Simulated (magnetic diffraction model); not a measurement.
# Which magnetic order? HoAl4Fe2Cu6

Space group Immm (no. 71), a = 4.9430 Å, b = 8.2340 Å, c = 8.4420 Å.

| site | atom | x | y | z |
| --- | --- | --- | --- | --- |
| 2a | Ho | 0 | 0 | 0 |
| 4h | Cu | 0 | 0.2690 | 1/2 |
| 8k | Cu | 1/4 | 3/4 | 1/4 |
| 4j | Fe | 1/2 | 0 | 0.2034 |
| 4g | Al | 1/2 | 0.8500 | 1/2 |
| 4i | Al | 0 | 0 | 0.6495 |

This is a made-up structure (elements placed in a structure type, unrelaxed), so the numbers test the method and describe no known phase.

Only Ho and Fe are taken to order (form factors of Ho3+ and Fe2+); orders and moment sizes are assumed, and not adapted to the symmetry. Radiation: neutrons of λ = 2.0775 Å, 3° to 70°; isotropic B of 0.3 Å² (Ho), 0.28 Å² (Cu), 0.3 Å² (Fe) and 0.46 Å² (Al). The intensities are simulated: I ∝ L Σ (|F_N|² + |F_M⊥|²) for unpolarised neutrons, with F_M = 2.695 fm/μB × Σ f(s) S exp(2πi Q·r) exp(−B s²) at Q = H ± k (one set where k and −k are equivalent), only the part normal to Q counting and L = 1/(sin²θ cos θ). For collinear order S is the moment m, which repeats by lattice and centring translations R with the sign exp(−2πi k·R). Form factors are spin-only for 3d ions and dipole or tabulated for f ions, scattering lengths are Sears's of 1992, and absorption is left out. A label names one of the reflections at its angle. The strongest nuclear line in the range is 100, and lines under 0.2 are left out.

Above the ordering temperature:

| 2θ (°) | index | I |
| --- | --- | --- |
| 20.30 | (0 1 1) | 6.6 |
| 28.19 | (1 0 1) | 6.8 |
| 28.38 | (1 1 0) | 6.5 |
| 28.49 | (0 0 2) | 11.2 |
| 29.23 | (0 2 0) | 6.4 |
| 40.65 | (1 1 2) | 17.0 |
| 41.05 | (1 2 1) | 8.7 |
| 41.27 | (0 2 2) | 0.5 |
| 46.90 | (0 3 1) | 2.9 |
| 49.71 | (2 0 0) | 7.6 |
| 50.27 | (1 0 3) | 9.8 |
| 51.30 | (1 3 0) | 1.4 |
| 54.23 | (2 1 1) | 2.2 |
| 58.29 | (2 0 2) | 34.5 |
| 58.71 | (2 2 0) | 40.9 |
| 58.97 | (0 0 4) | 35.6 |
| 59.21 | (1 2 3) | 62.8 |
| 59.73 | (1 3 2) | 39.8 |
| 60.61 | (0 4 0) | 45.7 |
| 66.53 | (2 2 2) | 100.0 |
| 66.71 | (1 1 4) | 3.5 |
| 67.16 | (0 2 4) | 21.6 |
(The table stops after 22 lines; 2 more lie at higher angle.)

Below it (cell unchanged):

```tsv
2θ (°)	I
14.14	52.4
14.49	31.1
20.30	6.6
28.19	6.8
28.38	6.5
28.49	11.2
29.23	6.4
31.84	21.6
32.11	32.6
32.60	18.6
37.76	5.8
38.34	13.8
40.65	17.0
41.05	8.7
41.27	0.5
43.33	8.0
44.48	3.2
46.90	2.9
48.45	8.7
49.71	7.6
50.27	9.8
51.30	1.4
51.94	0.5
52.06	0.4
52.60	8.0
53.12	9.8
53.49	12.6
53.67	9.8
54.23	2.2
58.29	34.5
58.71	40.9
58.97	35.6
59.21	62.8
59.73	39.8
60.41	4.4
60.61	45.7
```
(The table stops after 36 lines; 13 more lie at higher angle.)

**Question.** Find the propagation vector, then choose among these models:
A. collinear moments along [101], 8.2 μB on Ho and 1.14 μB on Fe; signs + at (0, 0, 0), + at (1/2, 0, 0.2034), + at (1/2, 0, 0.7966)
B. collinear moments along [101], 8.2 μB on Ho and 1.14 μB on Fe; signs + at (0, 0, 0), − at (1/2, 0, 0.2034), − at (1/2, 0, 0.7966)
C. collinear moments along [100], 8.2 μB on Ho and 1.14 μB on Fe; signs + at (0, 0, 0), − at (1/2, 0, 0.2034), − at (1/2, 0, 0.7966)
D. collinear moments along [100], 8.2 μB on Ho and 1.14 μB on Fe; signs + at (0, 0, 0), + at (1/2, 0, 0.2034), + at (1/2, 0, 0.7966)

The new lines index as (0 0 1) at 14.14°, (0 1 0) at 14.49°, (1 1 1) at 31.84° and (0 1 2) at 32.11°, that is as H ± k with k = (0 0 1). The indices are whole but break the lattice centring, so the moments reverse under a centring translation, those with k·t a half-integer.

Magnetic intensity, observed (below minus above) and for each model:

| 2θ (°) | index | observed | A | B | C | D |
| --- | --- | --- | --- | --- | --- | --- |
| 14.14 | (0 0 1) | 52.4 | 18.3 | 13.4 | 52.4 | 71.8 |
| 14.49 | (0 1 0) | 31.1 | 94.9 | 31.1 | 31.1 | 94.9 |
| 24.26 | (1 0 0) | <0.2 | 8.2 | 24.0 | <0.2 | <0.2 |
| 31.84 | (1 1 1) | 21.6 | 27.4 | 36.6 | 21.6 | 16.1 |
| 32.11 | (0 1 2) | 32.6 | 5.7 | 13.4 | 32.6 | 14.0 |
| 38.34 | (1 2 0) | 13.8 | 7.8 | 20.9 | 13.8 | 5.2 |
| 48.45 | (1 2 2) | 8.7 | 16.7 | 7.9 | 8.7 | 18.6 |
| 52.60 | (1 1 3) | 8.0 | 8.6 | 4.4 | 8.0 | 15.6 |

Model C matches.

The absence at (1 0 0) is telling: Q lies along the moments there, so the part normal to Q vanishes.

The structure used: k = (0 0 1), collinear moments along [100], 8.2 μB on Ho and 1.14 μB on Fe; signs + at (0, 0, 0), − at (1/2, 0, 0.2034), − at (1/2, 0, 0.7966).

[Logs are printed without paths, hosts, clocks, repeated set-up lines and the standing remarks that a program may print on its own settings, such as how far it seeks lower states.]
